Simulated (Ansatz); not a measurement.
# La on Pd(111): change of the work function

Aim: the work function of Pd(111) at several coverages of La (fcc site), and the dipole that each adsorbate carries.

Program: Ansatz 0.2.0. Level of theory: plane-wave DFT, PBE, Ansatz PAW. Values are calculated unless marked as measured.

The raw output is cut from this account; settings, times and results stay.

## (1) The system as given

The cell holds 4 atoms: 4 Pd. Cell: a = 2.751 Å, b = 2.751 Å, c = 24.738 Å, α = 90.0°, β = 90.0°, γ = 60.0°. Vacuum lies along c.

## (2) The clean slab

The bare slab comes first, as the zero from which every change is counted. The two lowest layers are held at bulk places and the upper ones relax. The dipole correction removes the false field that a one-sided slab makes across the periodic vacuum, so each face gets a flat vacuum level of its own.

Input file input.yaml:

```yaml
crystal:
  lattice:
    - [2.7506453788, 0.0, 0.0]
    - [1.3753226894, 2.3821287749, 0.0]
    - [0.0, 0.0, 24.7376776414]
  atoms:
    - { symbol: Pd, position: [0.0, 0.0, 0.3638174986] }
    - { symbol: Pd, position: [0.3333333333, 0.3333333333, 0.4546058329] }
    - { symbol: Pd, position: [0.6666666667, 0.6666666667, 0.5453941671] }
    - { symbol: Pd, position: [0.0, 0.0, 0.6361825014] }
kpoints:
  mp_grid: { grid: [12, 12, 1] }
hamiltonian:
  xc: pbe
scf:
  occupations: { method: fermi_dirac, width: 0.1 }
  convergence: { dr2_threshold: 1.0e-08 }
efield:
  axis: 3
  dipole_correction: true
  ramp_position: 0.97
  ramp_width: 0.06
relax:
  f_tol: 0.02
  max_steps: 60
  constraints: [{ sites: [0, 1] }]
output:
  write_potential: true
  write_density: true
  volumetric_format: npy
```

The run is started by

```
> ansatz run input.yaml --threads 4 --pin off --max-ram 16384MiB --backend cpu --events-out ev --progress --plain --runs-dir out
```

Run time: 11 s. Hardware: 4 threads of Arm Neoverse V1, shared host; peak memory 0.49 GiB; 42 s of CPU time.

Step by step:

```tsv
step	energy less that of the first step (eV)	largest force component (eV/Å)
1	0.0000	0.3166
2	-0.0129	0.1195
3	-0.0149	0.0100
```

Forces are held to the 6 operations that the program found; a distortion that breaks them can't arise in this run.

The atoms that moved most (Å):

```tsv
atom	dx	dy	dz	length
Pd4	0.000	0.000	0.106	0.106
Pd3	0.000	0.000	0.048	0.048
```

Numbers from this step:

```
energy at zero smearing   : -27890.2994 eV
work function, upper face : 5.268 eV
dipole along the normal   : -7.03e-4 e·Å
```

Running mean over 2.246 Å of the planar mean; the ramp of the sawtooth is left out. Table of electron's electrostatic potential energy less the Fermi level by z:

z (Å), electron's electrostatic potential energy less the Fermi level (eV) and a bar from the least value:
```
        4       5.25 ##############################
        5       5.25 ##############################
        6       5.19 ##############################
        7       4.40 ############################
        8      -3.11 ############
        9      -8.25 #
       10      -8.48 
       11      -8.56 
       12      -8.24 #
       13      -8.35 
       14      -8.28 #
       15      -7.94 #
       16      -8.01 #
       17      -1.45 ###############
       18       4.73 #############################
       19       5.23 ##############################
       20       5.27 ##############################
       21       5.27 ##############################
```

The relaxation took 3 steps and lowered the energy by 0.015 eV; the largest force on the free atoms ends at 0.010 eV/Å.

The work function of the upper face is 5.27 eV.

## (3) The covered slab, k-mesh 4×4×1, coverage 0.111 ML

System of this step: La/Pd(111). The cell holds 37 atoms: 36 Pd and 1 La. Its edges and angles: a = 8.252 Å, b = 8.252 Å, c = 28.034 Å, α = 90.0°, β = 90.0°, γ = 60.0°. Vacuum lies along c.

The clean slab as it ended is repeated in the plane and the adsorbate is set on one face; the cell's size fixes the coverage, and the k-mesh shrinks with it to keep the sampling density about even. Adsorbate and upper layers relax, since the dipole depends on the height.

Input file input.yaml:

```yaml
crystal:
  lattice:
    - [8.2519361365, 0.0, 0.0]
    - [4.1259680682, 7.1463863246, 0.0]
    - [0.0, 0.0, 28.034020596]
  atoms:
    - { symbol: Pd, position: [0.0, 0.0, 0.3210385028] }
    - { symbol: Pd, position: [0.1111111111, 0.1111111111, 0.4011516118] }
    - { symbol: Pd, position: [0.2222222222, 0.2222222222, 0.4829804822] }
    - { symbol: Pd, position: [0.0, 0.0, 0.565156906] }
    - { symbol: Pd, position: [0.0, 0.3333333333, 0.3210385028] }
    - { symbol: Pd, position: [0.1111111111, 0.4444444444, 0.4011516118] }
    - { symbol: Pd, position: [0.2222222222, 0.5555555556, 0.4829804822] }
    - { symbol: Pd, position: [0.0, 0.3333333333, 0.565156906] }
[... 25 atom lines left out ...]
    - { symbol: Pd, position: [0.7777777778, 0.7777777778, 0.4011516118] }
    - { symbol: Pd, position: [0.8888888889, 0.8888888889, 0.4829804822] }
    - { symbol: Pd, position: [0.6666666667, 0.6666666667, 0.565156906] }
    - { symbol: La, position: [0.1111111111, 0.1111111111, 0.6789614972] }
kpoints:
  mp_grid: { grid: [4, 4, 1] }
hamiltonian:
  xc: pbe
scf:
  occupations: { method: fermi_dirac, width: 0.1 }
  convergence: { dr2_threshold: 1.0e-08 }
efield:
  axis: 3
  dipole_correction: true
  ramp_position: 0.97
  ramp_width: 0.06
relax:
  f_tol: 0.02
  max_steps: 60
  constraints:
    - { sites: [0, 1, 4, 5, 8, 9, 12, 13, 16, 17, 20, 21, 24, 25, 28, 29, 32, 33] }
output:
  write_potential: true
  write_density: true
  volumetric_format: npy
```

Run time: 25 min. Hardware: 4 threads; peak memory 11 GiB.

Relaxation path:

```tsv
step	energy less that of the first step (eV)	largest force component (eV/Å)
1	0.0000	3.2604
2	-0.7857	3.6214
3	-1.6428	3.7742
4	-2.4340	3.5003
5	-3.0945	2.2880
6	-3.3986	0.5122
7	-3.4707	0.2458
8	-3.4892	0.0288
9	-3.4895	0.0041
```

The run keeps the 6 symmetry operations that the program found, so distortions that break them were not tested.

The atoms that moved most (Å):

```tsv
atom	dx	dy	dz	length
La37	0.000	0.000	-1.154	1.154
Pd24	0.000	-0.007	0.060	0.060
Pd32	-0.006	0.003	0.060	0.060
Pd20	0.006	0.003	0.060	0.060
Pd16	0.042	-0.024	0.028	0.056
Pd4	-0.042	-0.024	0.028	0.056
Pd8	0.000	0.049	0.028	0.056
Pd36	0.001	0.001	0.041	0.041
```

The relaxed structure:

```cif
data_structure
_symmetry_space_group_name_H-M 'P 1'
_symmetry_Int_Tables_number 1
_cell_length_a 8.2519
_cell_length_b 8.2519
_cell_length_c 28.0340
_cell_angle_alpha 90.000
_cell_angle_beta 90.000
_cell_angle_gamma 60.000
_cell_volume 1653.21
loop_
_atom_site_label
_atom_site_type_symbol
_atom_site_fract_x
_atom_site_fract_y
_atom_site_fract_z
_atom_site_occupancy
Pd1 Pd 0.00000 0.00000 0.32104 1
Pd2 Pd 0.11111 0.11111 0.40115 1
Pd3 Pd 0.22256 0.22256 0.48319 1
Pd4 Pd 0.99657 0.99657 0.56614 1
Pd5 Pd 0.00000 0.33333 0.32104 1
Pd6 Pd 0.11111 0.44444 0.40115 1
Pd7 Pd 0.22235 0.55549 0.48394 1
Pd8 Pd 0.99657 0.34019 0.56614 1
Pd9 Pd 0.00000 0.66667 0.32104 1
Pd10 Pd 0.11111 0.77778 0.40115 1
Pd11 Pd 0.22256 0.88822 0.48319 1
Pd12 Pd 0.99978 0.66678 0.56664 1
Pd13 Pd 0.33333 0.00000 0.32104 1
Pd14 Pd 0.44444 0.11111 0.40115 1
Pd15 Pd 0.55549 0.22235 0.48394 1
Pd16 Pd 0.34019 0.99657 0.56614 1
Pd17 Pd 0.33333 0.33333 0.32104 1
Pd18 Pd 0.44444 0.44444 0.40115 1
Pd19 Pd 0.55549 0.55549 0.48394 1
Pd20 Pd 0.33380 0.33380 0.56728 1
Pd21 Pd 0.33333 0.66667 0.32104 1
Pd22 Pd 0.44444 0.77778 0.40115 1
Pd23 Pd 0.55680 0.88827 0.48296 1
Pd24 Pd 0.33380 0.66573 0.56728 1
Pd25 Pd 0.66667 0.00000 0.32104 1
Pd26 Pd 0.77778 0.11111 0.40115 1
Pd27 Pd 0.88822 0.22256 0.48319 1
Pd28 Pd 0.66678 0.99978 0.56664 1
Pd29 Pd 0.66667 0.33333 0.32104 1
Pd30 Pd 0.77778 0.44444 0.40115 1
Pd31 Pd 0.88827 0.55680 0.48296 1
Pd32 Pd 0.66573 0.33380 0.56728 1
Pd33 Pd 0.66667 0.66667 0.32104 1
Pd34 Pd 0.77778 0.77778 0.40115 1
Pd35 Pd 0.88827 0.88827 0.48296 1
Pd36 Pd 0.66678 0.66678 0.56664 1
La37 La 0.11111 0.11111 0.63781 1
```

This step gave:

```
energy at zero smearing        : -257265.8084 eV
work function, upper face      : 2.715 eV
work function, lower face      : 5.256 eV
dipole along the normal        : 0.8281 e·Å
step between the vacuum levels : -2.541 eV
```

Running mean over 2.246 Å of the planar mean; the ramp of the sawtooth is left out. Table of electron's electrostatic potential energy less the Fermi level by z:

```tsv
z (Å)	electron's electrostatic potential energy less the Fermi level (eV)
4	5.26
5	5.25
6	5.20
7	4.41
8	-3.10
9	-8.24
10	-8.47
11	-8.55
12	-8.15
13	-8.27
14	-8.21
15	-7.75
16	-8.46
17	-3.89
18	1.10
19	1.78
20	2.56
21	2.69
22	2.71
23	2.72
24	2.72
```

The relaxation took 9 steps and lowered the energy by 3.5 eV; the largest force on the free atoms ends at 0.0041 eV/Å.

The covered face has 2.72 eV, -2.55 eV against the clean one; the bare back face has moved by +0.01 eV, a measure of how thin the slab is.

## (4) The covered slab, k-mesh 6×6×1, coverage 0.25 ML

System of this step: La/Pd(111). The cell holds 17 atoms: 16 Pd and 1 La. Its edges and angles: a = 5.501 Å, b = 5.501 Å, c = 28.034 Å, α = 90.0°, β = 90.0°, γ = 60.0°. Vacuum lies along c.

Another coverage, to see how the dipoles act on each other as their distance changes.

Input file input.yaml:

```yaml
crystal:
  lattice:
    - [5.5012907577, 0.0, 0.0]
    - [2.7506453788, 4.7642575497, 0.0]
    - [0.0, 0.0, 28.034020596]
  atoms:
    - { symbol: Pd, position: [0.0, 0.0, 0.3210385028] }
    - { symbol: Pd, position: [0.1666666667, 0.1666666667, 0.4011516118] }
    - { symbol: Pd, position: [0.3333333333, 0.3333333333, 0.4829804822] }
    - { symbol: Pd, position: [0.0, 0.0, 0.565156906] }
    - { symbol: Pd, position: [0.0, 0.5, 0.3210385028] }
    - { symbol: Pd, position: [0.1666666667, 0.6666666667, 0.4011516118] }
    - { symbol: Pd, position: [0.3333333333, 0.8333333333, 0.4829804822] }
    - { symbol: Pd, position: [0.0, 0.5, 0.565156906] }
    - { symbol: Pd, position: [0.5, 0.0, 0.3210385028] }
    - { symbol: Pd, position: [0.6666666667, 0.1666666667, 0.4011516118] }
    - { symbol: Pd, position: [0.8333333333, 0.3333333333, 0.4829804822] }
    - { symbol: Pd, position: [0.5, 0.0, 0.565156906] }
    - { symbol: Pd, position: [0.5, 0.5, 0.3210385028] }
    - { symbol: Pd, position: [0.6666666667, 0.6666666667, 0.4011516118] }
    - { symbol: Pd, position: [0.8333333333, 0.8333333333, 0.4829804822] }
    - { symbol: Pd, position: [0.5, 0.5, 0.565156906] }
    - { symbol: La, position: [0.1666666667, 0.1666666667, 0.6789614972] }
kpoints:
  mp_grid: { grid: [6, 6, 1] }
hamiltonian:
  xc: pbe
scf:
  occupations: { method: fermi_dirac, width: 0.1 }
  convergence: { dr2_threshold: 1.0e-08 }
efield:
  axis: 3
  dipole_correction: true
  ramp_position: 0.97
  ramp_width: 0.06
relax:
  f_tol: 0.02
  max_steps: 60
  constraints: [{ sites: [0, 1, 4, 5, 8, 9, 12, 13] }]
output:
  dos: { projected: true, e_range: [-8, 4] }
  write_potential: true
  write_density: true
  volumetric_format: npy
  elf: true
```

Elapsed: 5.2 min, on 4 threads; peak memory 3.1 GiB; 20 min of CPU time.

Step by step:

```tsv
step	energy less that of the first step (eV)	largest force component (eV/Å)
1	0.0000	2.5987
2	-0.6670	2.9452
3	-1.3859	3.1276
4	-2.0545	2.9297
5	-2.6156	1.9154
6	-2.8607	0.2624
7	-2.9056	0.1883
8	-2.9143	0.0634
9	-2.9155	0.0187
```

Forces are held to the 6 operations that the program found; a distortion that breaks them can't arise in this run.

The atoms that moved most (Å):

```tsv
atom	dx	dy	dz	length
La17	0.000	0.000	-1.108	1.108
Pd16	0.000	0.000	0.224	0.224
Pd8	0.000	0.032	0.051	0.060
Pd4	-0.028	-0.016	0.051	0.060
Pd12	0.028	-0.016	0.051	0.060
Pd11	-0.009	0.005	0.035	0.036
Pd7	0.000	-0.010	0.035	0.036
Pd3	0.009	0.005	0.035	0.036
```

The relaxed structure:

```cif
data_structure
_symmetry_space_group_name_H-M 'P 1'
_symmetry_Int_Tables_number 1
_cell_length_a 5.5013
_cell_length_b 5.5013
_cell_length_c 28.0340
_cell_angle_alpha 90.000
_cell_angle_beta 90.000
_cell_angle_gamma 60.000
_cell_volume 734.76
loop_
_atom_site_label
_atom_site_type_symbol
_atom_site_fract_x
_atom_site_fract_y
_atom_site_fract_z
_atom_site_occupancy
Pd1 Pd 0.00000 0.00000 0.32104 1
Pd2 Pd 0.16667 0.16667 0.40115 1
Pd3 Pd 0.33442 0.33442 0.48421 1
Pd4 Pd 0.99665 0.99665 0.56696 1
Pd5 Pd 0.00000 0.50000 0.32104 1
Pd6 Pd 0.16667 0.66667 0.40115 1
Pd7 Pd 0.33442 0.83116 0.48421 1
Pd8 Pd 0.99665 0.50671 0.56696 1
Pd9 Pd 0.50000 0.00000 0.32104 1
Pd10 Pd 0.66667 0.16667 0.40115 1
Pd11 Pd 0.83116 0.33442 0.48421 1
Pd12 Pd 0.50671 0.99665 0.56696 1
Pd13 Pd 0.50000 0.50000 0.32104 1
Pd14 Pd 0.66667 0.66667 0.40115 1
Pd15 Pd 0.83333 0.83333 0.48218 1
Pd16 Pd 0.50000 0.50000 0.57316 1
La17 La 0.16667 0.16667 0.63945 1
```

Numbers from this step:

| Item | Value |
| --- | --- |
| energy at zero smearing | -117814.0392 eV |
| work function, upper face | 2.238 eV |
| work function, lower face | 5.229 eV |
| dipole along the normal | 0.4332 e·Å |
| step between the vacuum levels | -2.991 eV |

Running mean over 2.246 Å of the planar mean; the ramp of the sawtooth is left out. Electron's electrostatic potential energy less the Fermi level against z:

```tsv
z (Å)	electron's electrostatic potential energy less the Fermi level (eV)
4	5.23
5	5.23
6	5.17
7	4.38
8	-3.12
9	-8.25
10	-8.48
11	-8.54
12	-8.07
13	-8.19
14	-8.16
15	-7.48
16	-8.93
17	-6.52
18	-2.51
19	-0.851
20	1.50
21	2.08
22	2.21
23	2.23
24	2.24
```

The density of states has structure finer than the step of the table below, so its rows give means over 0.5 eV. Peaks (eV: height): -3.40: 69.3, -2.95: 60.7, -2.35: 91.7, -2.23: 66.9, -0.24: 72.2, 1.86: 63.0, 1.92: 80.8.

The density of states by energy, zero at the Fermi level; means over each step:

energy (eV), density of states (states/eV a cell) and a bar:
```
     -7.0        0.0 
     -6.5        0.5 
     -6.0        1.0 #
     -5.5        2.1 #
     -5.0        9.4 #######
     -4.5       32.1 #######################
     -4.0       32.1 #######################
     -3.5       26.2 ###################
     -3.0       31.7 #######################
     -2.5       41.4 ##############################
     -2.0       37.4 ###########################
     -1.5       29.1 #####################
     -1.0       35.6 ##########################
     -0.5       32.9 ########################
      0.0       29.2 #####################
      0.5        6.0 ####
      1.0        8.8 ######
      1.5       11.0 ########
```

Projected DOS per atom over height of the atomic layer and energy from the Fermi level. Layers: Pd4 Pd4 Pd4 Pd4 La from below.

Ten even steps from '0' (0.0 states/eV) to '9' (22.0 states/eV), each cell a mean:
```
00009
00001
00000
00000
11000
00000
10000
00000
10010
11010
01010
00000
00000
01000
00000
00000
00000
00000
00000
00000
00000
00000
```
Columns: height of the atomic layer (Å) from 9 to 17.9 (not evenly spaced); rows upwards: energy from the Fermi level (eV) from -7.96 to 1.95.

ELF in the ca plane at fractional y = 0.167, with atoms of Pd and La within 0.2 Å of it. It is the smooth field of the valence electrons, not physical close to the nuclei.

Ten even steps from '0' (0.00) to '9' (0.83), each cell a mean:
```
44222222222344322244432346531111111000000000
44222222222344322244433211110011110000000000
32222444322233222223322210000011100000000000
22224656522222211222222221100110000000000000
22224535522222211222222222111110000000000000
22224645522222211222222221111110000000000000
22223555422222221222222221000011000000000000
43222233222344322234333210000011110000000000
54222222222354322244433223321111111000000000
43222233222344322233333579863111211100000000
22223555422222222222225889995212221100000000
22224645522222211222226843797322222100000000
22225535522222211222227721697322222100000000
22224656522222211222226866996322222100000000
33222444322233222223333799984211221100000000
```
Columns run along c (16.0 Å, from fractional 0.32 to 0.89 of the cell), rows up along a (5.5 Å). Atoms in or near the plane, at fractional coordinates: Pd at (0.40, 0.17), Pd at (0.40, 0.67), La at (0.64, 0.17).

Electrostatic potential energy in the ca plane at fractional y = 0.167, with atoms of Pd and La within 0.2 Å of it. With pseudopotentials it is smooth inside the atoms' cores, unlike the true potential.

Ten even steps from '0' (-42 eV) to '9' (8 eV), each cell a mean:
```
46899989999755799865688877789999999999999999
46899988999755799865689998999999999999999999
78998645799877899987899999999999999999999999
99986100489999999999999999999999999999999999
99984000279999999999999999999999999999999999
99984000389999999999999999999999999999999999
88997312699988999988899999999999999999999999
56899878999866799865689999999999999999999999
46899999999744689864689888889999999999999999
57899877899866799876788655678999999999999999
88997312689988999988886200258999999999999999
99984000389999999999984022037899999999999999
99984000279999999999984034027899999999999999
89986100489999999999885100047899999999999999
67998645899877899987787522478999999999999999
```
Columns run along c (16.0 Å, from fractional 0.32 to 0.89 of the cell; values clipped at the 3rd and 97th percentile), rows up along a (5.5 Å). Atoms in or near the plane, at fractional coordinates: Pd at (0.40, 0.17), Pd at (0.40, 0.67), La at (0.64, 0.17).

Valence density in the ca plane at fractional y = 0.167, with atoms of Pd and La within 0.2 Å of it. It is the smooth field of the valence electrons, not physical close to the nuclei.

Values in e/Å³, 8 rows by 16 columns, each cell a mean:
```
 1  0  0  0  1  1  1  1  0  0  0  0  0  0  0  0
 1  1  3  0  1  0  0  0  0  0  0  0  0  0  0  0
 0  2 11  1  0  0  0  0  0  0  0  0  0  0  0  0
 1  1  4  0  0  0  0  0  0  0  0  0  0  0  0  0
 1  0  0  0  1  1  1  1  0  0  0  0  0  0  0  0
 1  1  3  0  1  0  0  1  1  1  0  0  0  0  0  0
 0  2 11  1  0  0  0  0  1  2  0  0  0  0  0  0
 1  1  4  0  0  0  0  1  1  1  0  0  0  0  0  0
```
Columns run along c (16.0 Å, from fractional 0.32 to 0.89 of the cell), rows up along a (5.5 Å). Atoms in or near the plane, at fractional coordinates: Pd at (0.40, 0.17), Pd at (0.40, 0.67), La at (0.64, 0.17).

The relaxation took 9 steps and lowered the energy by 2.9 eV; the largest force on the free atoms ends at 0.019 eV/Å.

By hand: a sheet of dipoles makes a step −p/(ε₀A) in the electron's potential. With e/ε₀ = 180.95 V·Å, p = 0.4332 e·Å and A = 26.21 Å², that is −180.95 × (0.4332) / 26.21 = -2.991 eV, and the two vacuum levels of the run differ by -2.991 eV.

The covered face has 2.24 eV, -3.03 eV against the clean one; the bare back face has moved by -0.02 eV, a measure of how thin the slab is.

## (5) Work function against coverage

This step: plane-wave DFT, PBE, Ansatz PAW; work function against coverage (Ansatz 0.2.0).

The runs are now put side by side.

This step gave:

```
work function of the clean face     : 5.268 eV
largest change of the work function : -3.030 eV
```

The work function of the covered face by coverage:

```tsv
coverage (adsorbates/nm²)	work function of the covered face (eV)
0.00	5.27
1.70	2.72
3.82	2.24
```

The dipole per adsorbate comes from the change of the cell's dipole. Coverage, by row:

```tsv
coverage (1/nm²)	coverage (ML)	work function (eV)	change (eV)	dipole per adsorbate, positive end outwards (debye)	mean height of the added atoms over the highest substrate atom (Å)
1.696	0.1111	2.715	-2.553	4.008	1.977
3.815	0.25	2.238	-3.03	2.094	1.859
```

## (6) Outcome

```json
{
 "work function of the clean face": "5.27 eV",
 "work function at 0.11 ML": "2.72 eV",
 "work function at 0.25 ML": "2.24 eV",
 "dipole per adsorbate at 0.11 ML, positive end outwards": "4.01 D"
}
```

La lowers the work function of Pd(111) at the lowest coverage, by 2.55 eV: the adsorbate layer has its positive end outwards. The slab has 4 layers, at the tabulated experimental lattice constant, one starting site was run, and quantum-size effects of a slab this thin can reach one or two tenths of an eV. The main runs have no spin polarisation; a magnetic state could lie lower and would change these results.

[Long decimals in the printed logs are rounded to 6 places.]

[Logs are printed without paths, hosts, clocks, repeated set-up lines and the standing remarks that a program may print on its own settings, such as how far it seeks lower states.]

[Hosts, paths, dates, database ids (printed as entryN), source tags and the programs' standing remarks are cut or masked in the printed files.]

[Maps of the electrostatic potential energy from Ansatz leave out the sawtooth potential of an applied field or a dipole correction, so their vacuum need not be flat; planar profiles and work functions include it.]

[The density of states shown here was stored with 400 of the rows of the run's finer table, so its peaks can read low, often by over a quarter, or be missed, and its means over a window can be off by a tenth or more.]
